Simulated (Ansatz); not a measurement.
# 1T-TiO2 monolayer in a perpendicular field, part 2 of 2

What dipole does a perpendicular field induce in the 1T-TiO2 monolayer, and does the gap follow? A positive field points along +c.

Ansatz 0.2.0; plane-wave DFT, PBE-D3(BJ), Ansatz PAW.

So far, gap on the k-mesh (eV): step 2 (relaxation) 2.76.

### Step 3. Single point, field 0

A sawtooth potential applies the field, turning back in the middle of the vacuum. With the dipole correction the typed value is the field outside the slab. The induced dipole is small, so the SCF threshold is tight.

The cell differs from the one that the last finished run ended in (c 35.961 → 19.938 Å).

Input file input.yaml:

```yaml
crystal:
  lattice:
    - [2.9774780523, 0.0, 0.0]
    - [-1.4887390262, 2.5785716325, 0.0]
    - [0.0, 0.0, 19.937621406]
  atoms:
    - { symbol: O, position: [0.6666666667, 0.3333333333, 0.4514079095] }
    - { symbol: Ti, position: [0.0, 0.0, 0.5] }
    - { symbol: O, position: [0.3333333333, 0.6666666667, 0.5485920905] }
kpoints:
  mp_grid: { grid: [18, 18, 1] }
  band_path:
    path: [[0, 0, 0], [0.5, 0, 0], [0.33333333, 0.33333333, 0], [0, 0, 0]]
    npoints: 16
hamiltonian:
  xc: pbe
  dispersion: d3bj
scf:
  occupations: { method: fermi_dirac, width: 0.02585 }
  convergence: { dr2_threshold: 1.0e-10 }
efield:
  axis: 3
  dipole_correction: true
  ramp_position: 0.97
  ramp_width: 0.06
  amplitude: 0
output:
  dos: { projected: true, e_range: [-6, 5] }
  write_potential: true
  write_density: true
  volumetric_format: npy
  elf: true
```

Launch:

```console
ansatz run input.yaml --threads 2 --pin off --max-ram 3072MiB --backend cpu --events-out ev --progress --plain --runs-dir out
```

Numbers of over 12 decimals in the logs are rounded to 6 here.

Output:

```text
[...]
Crystal: 3 atoms, lattice volume = 153.074 Å³
Basis set: ecut = 420 eV, 2923 PW (Γ)
Bands: 16, of which v1, the nominal top of the filled ones, is band 12 counted from 1 (11 counted from 0)
Symmetry: 6 space group operations
k-points: 37 of 324 (time reversal used)
[...]
SCF iter   1: F=—  HF=-3638.722582 eV  |F-HF|=—  |Δ(HF+E_count)|=         —  Δρ=2.64e-3  dr2=4.57e-3  ethr=1.77e-3  p=0.000 e·Å  D=8.97e-14 V/Å  ΔV_dip=-0.00 eV  dr2_dipole=1.29e-8  V_vac-E_F(+/−)=6.78/6.78 eV  ⟨swp⟩=7.5  Hψ=3539  notcnv=0
efield: sawtooth ramp at fractional position 0.9700 (set: `efield.ramp_position`, or a place that a band, a saddle search or an elastic batch's reference lends), width 0.0600; the density the first Hamiltonian is built on has a dipole p = 0.000 e·Å; the dipole correction subtracts the counter field D = 8.97e-14 V/Å, which shifts the + side's vacuum level by -0.00 eV against the − side's; the planar-averaged density in the ramp window peaks in size at 2.9e-6 e/Å³
[...]
SCF iter   2: F=—  HF=-3638.723041 eV  |F-HF|=—  |Δ(HF+E_count)|=   4.60e-4  Δρ=2.34e-3  dr2=7.58e-3  ethr=1.91e-5  p=0.000 e·Å  D=8.74e-5 V/Å  ΔV_dip=-0.00 eV  dr2_dipole=1.51e-7  V_vac-E_F(+/−)=6.83/6.83 eV  ⟨swp⟩=3.8  Hψ=1821  notcnv=0
[...]
SCF iter  10: F=-3638.722147 eV  HF=-3638.722147 eV  |F-HF|=1.68e-11  |Δ(HF+E_count)|=  2.14e-10  Δρ=1.32e-7  dr2=1.81e-11  ethr=1.00e-12  p=0.000 e·Å  D=7.02e-7 V/Å  ΔV_dip=-0.00 eV  dr2_dipole=1.17e-12  V_vac-E_F(+/−)=6.92/6.92 eV  ⟨swp⟩=3.9  Hψ=1930  notcnv=0
SCF 1 converged in 10 iterations: F = -3638.722147 eV  dr2 = 1.81e-11
[...]
NSCF: frozen V_eff on 49 k-points
efield: sawtooth ramp at fractional position 0.9700 (kept from the solve that this one continues, or follows in the run), width 0.0600; the density the first Hamiltonian is built on has a dipole p = 0.000 e·Å; the dipole correction subtracts the counter field D = 7.02e-7 V/Å, which shifts the + side's vacuum level by -0.00 eV against the − side's; the planar-averaged density in the ramp window peaks in size at 2.4e-6 e/Å³
[...]
SCF converged after 10 iterations
Free energy (F): -3638.722147 eV
[...]
Internal energy: -3638.722147 eV  (E = F + TS)
E sigma→0 (E₀):  -3638.722147 eV
Fermi energy:    -3.505401 eV
Dipole field:    D = -0.000001 V/Å  (p = -0.000001 e·Å, saw-weighted, corrected)
Work function:   Φ+ = 6.9213 eV   Φ− = 6.9213 eV
Levels:          The Fermi level and band energies are counted from a zero that moves with the ramp; work functions are not
[...]
--- Band table (eV; the first three rows and the last of 37) ---
  k-point 0: bands = [... 8 lower, -8.5107, -5.5525, -5.0688, -5.0688, -2.1587, -2.1587, -0.4464, 2.0373]
  k-point 1: bands = [... 8 lower, -8.4782, -5.4910, -5.2263, -5.1416, -2.1105, -2.0798, -0.4579, 1.9161]
  k-point 2: bands = [... 8 lower, -8.3851, -5.6876, -5.3284, -5.2829, -2.0038, -1.8782, -0.4949, 1.6383]
  k-point 36: bands = [... 8 lower, -7.6632, -6.3483, -6.3483, -5.9740, -1.9319, -0.8720, -0.8720, 1.4623]
```

Elapsed: 8.5 s, on 2 threads of Arm Neoverse V2, shared host; peak memory 0.4 GiB.

This step gave:

```yaml
gap_on_the_k_mesh: 2.746 eV
dipole_along_the_normal: -8.13e-7 e·Å
gap_along_the_path: 2.738 eV
smallest_direct_gap_along_the_path: 2.910 eV
ionisation_energy_upper_face: 8.313 eV
electron_affinity_upper_face: 5.575 eV
gap_the_smaller_of_path_and_mesh: 2.738 eV
```

Running mean over a fixed 2.5 Å (it still follows the layers) of the planar mean; the ramp of the sawtooth is left out. Table of electron's electrostatic potential energy less the Fermi level by z:

```
z (Å)  electron's electrostatic potential energy less the Fermi level (eV)
  3.0                                                                 6.92
  3.5                                                                 6.92
  4.0                                                                 6.92
  4.5                                                                 6.92
  5.0                                                                 6.92
  5.5                                                                 6.92
  6.0                                                                 6.92
  6.5                                                                 6.89
  7.0                                                                 6.72
  7.5                                                                 5.57
  8.0                                                                 2.74
  8.5                                                               -0.930
  9.0                                                                -4.76
  9.5                                                                -8.20
 10.0                                                                -9.72
 10.5                                                                -7.83
 11.0                                                                -4.29
 11.5                                                               -0.458
 12.0                                                                 3.16
 12.5                                                                 5.81
 13.0                                                                 6.77
 13.5                                                                 6.90
 14.0                                                                 6.92
 14.5                                                                 6.92
 15.0                                                                 6.92
 15.5                                                                 6.92
 16.0                                                                 6.92
 16.5                                                                 6.92
 17.0                                                                 6.92
```

The density of states has structure finer than the step of the table below, so its rows give means over 0.2 eV, whole bins alone (the curve runs from -6 to 3.32 eV). Peaks (eV: height): -5.12: 11.0, -4.59: 6.72, -3.11: 12.0, -1.45: 6.46, 1.66: 7.54, 2.41: 21.4, 2.49: 15.5.

Density of states against energy, zero at the Fermi level of the run, which the smearing sets inside the gap; means over each step:

energy (eV), density of states (states/eV a cell) and a bar:
```
     -5.8        0.8 ###
     -5.6        1.2 ####
     -5.4        1.5 #####
     -5.2        4.3 ###############
     -5.0        3.6 #############
     -4.8        4.0 ##############
     -4.6        4.6 ################
     -4.4        3.0 ###########
     -4.2        2.2 ########
     -4.0        2.3 ########
     -3.8        2.2 ########
     -3.6        1.0 ###
     -3.4        2.2 ########
     -3.2        5.7 ####################
     -3.0        4.2 ###############
     -2.8        2.9 ##########
     -2.6        2.6 #########
     -2.4        1.3 #####
     -2.2        1.7 ######
     -2.0        3.0 ###########
     -1.8        2.1 #######
     -1.6        2.6 #########
     -1.4        2.3 ########
     -1.2        0.0 
     -1.0        0.0 
     -0.8        0.0 
     -0.6        0.0 
     -0.4        0.0 
     -0.2        0.0 
      0.0        0.0 
      0.2        0.0 
      0.4        0.0 
      0.6        0.0 
      0.8        0.0 
      1.0        0.0 
      1.2        0.0 
      1.4        0.6 ##
      1.6        3.9 ##############
      1.8        5.1 ##################
      2.0        2.3 ########
      2.2        1.4 #####
      2.4        8.3 ##############################
      2.6        6.6 ########################
      2.8        1.6 ######
      3.0        1.3 #####
      3.2        0.0
```

Projected DOS per atom over height of the atomic layer and energy from the Fermi level. Layers: O Ti O from below.

Ten even steps from '0' (0.00 states/eV) to '9' (3.67 states/eV), each cell a mean:
```
000
181
090
090
030
000
000
000
000
000
000
303
303
101
313
424
101
212
323
333
111
000
```
Columns: height of the atomic layer (Å) from 9 to 10.9; rows upwards: energy from the Fermi level (eV) from -5.96 to 3.31.

Electronic bands along the path, in eV, zero at the Fermi level of the run, which the smearing sets inside the gap:

```
  point  band 9  band 10  band 11  band 12  band 13  band 14  band 15  band 16
      Γ   -5.01    -2.05    -1.56    -1.56     1.35     1.35     3.06     5.54
halfway   -4.39    -3.44    -2.38    -1.44     1.72     2.21     2.79     4.59
      M   -3.94    -3.11    -2.58    -2.05     1.58     2.40     2.48     5.02
halfway   -3.38    -3.34    -2.90    -2.15     1.66     2.48     2.55     5.01
      K   -4.16    -2.84    -2.84    -2.47     1.57     2.63     2.63     4.97
halfway   -4.24    -3.31    -2.89    -1.42     2.05     2.17     2.67     4.73
      Γ   -5.01    -2.05    -1.56    -1.56     1.35     1.35     3.06     5.54
```

The electronic bands as a text plot (rows in eV, shown from -5.9 to 4.6 only):

```
    4.4 |           +
    3.9 |
    3.5 |
    3.1 |++++++++++                                    ++++++++++
    2.6 |          ++++++++++++++++++++++++++++++++++++
    2.2 |       ++++++++                         ++++++
    1.7 |   +++++++++++++++++++++++++++++++++++++      ++++++
    1.3 |++++                                               +++++
    0.9 |
    0.4 |
    0.0 |
   -0.4 |
   -0.9 |
   -1.3 |        ****                              *******
   -1.7 |********    *****                     ****       *******
   -2.2 |***********      *************     ***          ****  **
   -2.6 |      *    **************     *****          ******
   -3.0 |       ***     *********************************
   -3.5 |          *****        *****              ***
   -3.9 |                 ******     ***  **********
   -4.4 |        *****************      **          *****
   -4.8 | *********               ******************************
   -5.2 |***************            ***      ***    *************
   -5.7 |               ************
         Γ                   M           K                      Γ
```

Electrostatic potential energy in the ca plane at fractional y = 0.000, with atoms of Ti within 0.2 Å of it. With pseudopotentials it is smooth inside the atoms' cores, unlike the true potential.

Ten even steps from '0' (-37 eV) to '9' (3 eV), each cell a mean:
```
99999999999999999999840000589999999999999999
99999999999999999999863113789999999999999999
99999999999999999999887667899999999999999999
99999999999999999999988888899999999999999999
99999999999999999999987777899999999999999999
99999999999999999999875335789999999999999999
99999999999999999999851001689999999999999999
99999999999999999999730000489999999999999999
```
Columns run along c (16.0 Å, from fractional 0.07 to 0.88 of the cell; values clipped at the 3rd and 97th percentile), rows up along a (3.0 Å). Atoms in or near the plane, at fractional coordinates: Ti at (0.50, 0.00).

Valence density in the ca plane at fractional y = 0.000, with atoms of Ti within 0.2 Å of it. It is the smooth field of the valence electrons, not physical close to the nuclei.

Ten steps, logarithmic in the rise over the least value, from '0' (0.00 × 1e0 e/Å³) to '9' (9.22 × 1e0 e/Å³), each cell a mean:
```
00000000000000000000138997310000000000000000
00000000000000000001235765321000000000000000
00000000000000000001333333321000000000000000
00000000000000000012343233432000000000000000
00000000000000000012333333331000000000000000
00000000000000000001234554321000000000000000
00000000000000000000137886310000000000000000
00000000000000000000148998310000000000000000
```
Columns run along c (16.0 Å, from fractional 0.07 to 0.88 of the cell), rows up along a (3.0 Å). Atoms in or near the plane, at fractional coordinates: Ti at (0.50, 0.00).

ELF in the ca plane at fractional y = 0.000, with atoms of Ti within 0.2 Å of it. It is the smooth field of the valence electrons, not physical close to the nuclei.

Ten even steps from '0' (0.00) to '9' (0.70), each cell a mean:
```
00000000000000000000028567200000000000000000
00000000000000000012324663232000000000000000
00000000000000000136873113785200000000000000
00000000000000000147996227997410000000000000
00000000000000000147985125996310000000000000
00000000000000000024542332453100000000000000
00000000000000000001117786110000000000000000
00000000000000000000038238200000000000000000
```
Columns run along c (16.0 Å, from fractional 0.07 to 0.88 of the cell), rows up along a (3.0 Å). Atoms in or near the plane, at fractional coordinates: Ti at (0.50, 0.00).

The gap is 2.74 eV, with the valence edge 8.31 eV and the conduction edge 5.57 eV under the upper vacuum level.

### Step 4. Atoms held, field 0.1 V/Å

input.yaml, as its differences from that of step 3:

```diff
@@ -25,5 +25,4 @@
   ramp_width: 0.06
-  amplitude: 0
+  amplitude: 0.1
 output:
-  dos: { projected: true, e_range: [-6, 5] }
   write_potential: true
@@ -31,2 +30 @@
   volumetric_format: npy
-  elf: true
```

Output:

```text
[...]
Crystal: 3 atoms, lattice volume = 153.074 Å³
Basis set: ecut = 420 eV, 2923 PW (Γ)
Bands: 16, of which v1, the nominal top of the filled ones, is band 12 counted from 1 (11 counted from 0)
Symmetry: 6 space group operations
k-points: 37 of 324 (time reversal used)
[...]
--- Band table (eV; the first three rows and the last of 37) ---
  k-point 0: bands = [... 8 lower, -8.5110, -5.5527, -5.0691, -5.0691, -2.1589, -2.1589, -0.4466, 2.0371]
  k-point 1: bands = [... 8 lower, -8.4784, -5.4912, -5.2266, -5.1419, -2.1107, -2.0801, -0.4581, 1.9150]
  k-point 2: bands = [... 8 lower, -8.3853, -5.6879, -5.3286, -5.2831, -2.0040, -1.8785, -0.4951, 1.6372]
  k-point 36: bands = [... 8 lower, -7.6635, -6.3599, -6.3372, -5.9741, -1.9321, -0.8734, -0.8710, 1.4610]
[key lines of the parts left out:]
SCF converged after 13 iterations
Free energy (F): -3638.722787 eV
Fermi energy:    -3.505624 eV
Dipole field:    D = 0.015125 V/Å  (p = 0.012795 e·Å, saw-weighted, corrected)
```

The job ended after 10 s (2 threads; peak memory 0.38 GiB; 20 s of CPU time).

The dipole is 0.0128 e·Å, and the gap 2.738 eV.

### Step 5. Single point, field -0.1 V/Å

input.yaml, as its differences from that of step 4:

```diff
@@ -25,3 +25,3 @@
   ramp_width: 0.06
-  amplitude: 0.1
+  amplitude: -0.1
 output:
```

Output:

```text
[...]
Crystal: 3 atoms, lattice volume = 153.074 Å³
Basis set: ecut = 420 eV, 2923 PW (Γ)
Bands: 16, of which v1, the nominal top of the filled ones, is band 12 counted from 1 (11 counted from 0)
Symmetry: 6 space group operations
k-points: 37 of 324 (time reversal used)
[...]
--- Band table (eV; the first three rows and the last of 37) ---
  k-point 0: bands = [... 8 lower, -8.5110, -5.5527, -5.0691, -5.0691, -2.1589, -2.1589, -0.4466, 2.0371]
  k-point 1: bands = [... 8 lower, -8.4784, -5.4912, -5.2266, -5.1419, -2.1107, -2.0801, -0.4581, 1.9150]
  k-point 2: bands = [... 8 lower, -8.3853, -5.6879, -5.3286, -5.2831, -2.0040, -1.8785, -0.4951, 1.6372]
  k-point 36: bands = [... 8 lower, -7.6635, -6.3599, -6.3371, -5.9741, -1.9321, -0.8734, -0.8710, 1.4610]
[key lines of the parts left out:]
SCF converged after 14 iterations
Free energy (F): -3638.722787 eV
Fermi energy:    -3.505617 eV
Dipole field:    D = -0.015125 V/Å  (p = -0.012795 e·Å, saw-weighted, corrected)
```

Run time: 10 s. Hardware: 2 threads; peak memory 0.38 GiB.

The dipole is -0.0128 e·Å, and the gap 2.738 eV.

### Step 6. Response, atoms held

This step: plane-wave DFT, PBE-D3(BJ), Ansatz PAW; response to a field along the normal, atoms held (Ansatz 0.2.0).

The dipoles give the slope, and the difference of two potentials shows where the field is screened.

Numbers from this step:

```yaml
equivalent_conductor_thickness_p_eps_0ae: 3.016 Å
distance_between_the_outer_atoms: 1.938 Å
```

Dipole of the cell against applied field:

```
applied field (V/Å)  dipole of the cell (e·Å)
            -0.1000                   -0.0128
             0.0000                   -8.1e-7
             0.1000                    0.0128
```

Local field over the applied field, running mean. From the potentials at -0.1 and 0.1 V/Å; running mean over 2.5 Å. Table of local field over applied field by z:

```
z (Å)  local field over applied field
  4.5                           1.000
  5.0                           1.000
  5.5                           0.998
  6.0                           0.993
  6.5                           0.976
  7.0                           0.924
  7.5                           0.812
  8.0                           0.656
  8.5                           0.484
  9.0                           0.319
  9.5                           0.195
 10.0                           0.154
 10.5                           0.206
 11.0                           0.338
 11.5                           0.505
 12.0                           0.677
 12.5                           0.829
 13.0                           0.934
 13.5                           0.979
 14.0                           0.994
 14.5                           0.998
 15.0                           1.000
 15.5                           1.000
```

Electrons, planar mean, per unit field. Table of induced electron density by z:

```
z (Å)  induced electron density (e/Å³ per V/Å)
 4.14                                   8.7e-8
 4.58                                   5.1e-7
 4.87                                   1.1e-6
 5.32                                   3.6e-6
 5.76                                   1.3e-5
 6.20                                   4.3e-5
 6.50                                   9.3e-5
 6.94                                   2.9e-4
 7.38                                   8.2e-4
 7.83                                  0.00207
 8.12                                  0.00331
 8.57                                  0.00351
 9.01                                  0.00128
 9.30                                  0.00139
 9.75                                   7.0e-5
10.19                                  -7.0e-5
10.63                                 -0.00139
10.93                                 -0.00128
11.37                                 -0.00351
11.81                                 -0.00331
12.11                                 -0.00207
12.55                                  -8.2e-4
13.00                                  -2.9e-4
13.44                                  -9.3e-5
13.73                                  -4.3e-5
14.18                                  -1.3e-5
14.62                                  -3.6e-6
15.06                                  -1.1e-6
15.36                                  -5.1e-7
15.80                                  -8.3e-8
```

The smaller of the gaps on the path and on the k-mesh, counted as 0 under 0.03 eV. The gap stays at 2.74 eV for applied field from -0.1 to 0.1 V/Å.

By hand: between -0.1 and 0.1 V/Å the dipole changes by 0.02559 e·Å, a slope of 0.1279 e·Å²/V. A perfect conductor of thickness t has p = ε₀AEt, so t = 180.95 × 0.1279 / 7.678 = 3.02 Å (e/ε₀ = 180.95 V·Å, A in Å²).

The induced dipole is that of a conductor 3.02 Å thick.

### Step 7. Summary of results

```json
{
 "gap without field": "2.74 eV",
 "ionisation energy, upper face": "8.31 eV",
 "electron affinity, upper face": "5.57 eV",
 "equivalent conductor thickness, atoms held": "3.02 Å"
}
```

In words: The induced dipole equals that of a perfect conductor 3.02 Å thick, while the outer atoms lie 1.94 Å apart; an out-of-plane ε follows only once a thickness t is chosen, by 1 − 1/ε = 3.02 Å / t. The gap stays within 0.01 eV of 2.74 eV over the fields run, up to 0.1 V/Å in size. Semilocal functionals give gaps that are too small, and excitons are not included.

[Logs are printed without paths, hosts, clocks, repeated set-up lines and the standing remarks that a program may print on its own settings, such as how far it seeks lower states.]

[Hosts, paths, dates, database ids (printed as entryN), source tags and the programs' standing remarks are cut or masked in the printed files.]

[Maps of the electrostatic potential energy from Ansatz leave out the sawtooth potential of an applied field or a dipole correction, so their vacuum need not be flat; planar profiles and work functions include it.]

[The density of states shown here was stored with 400 of the rows of the run's finer table, so its peaks can read low, often by over a quarter, or be missed, and its means over a window can be off by a tenth or more.]
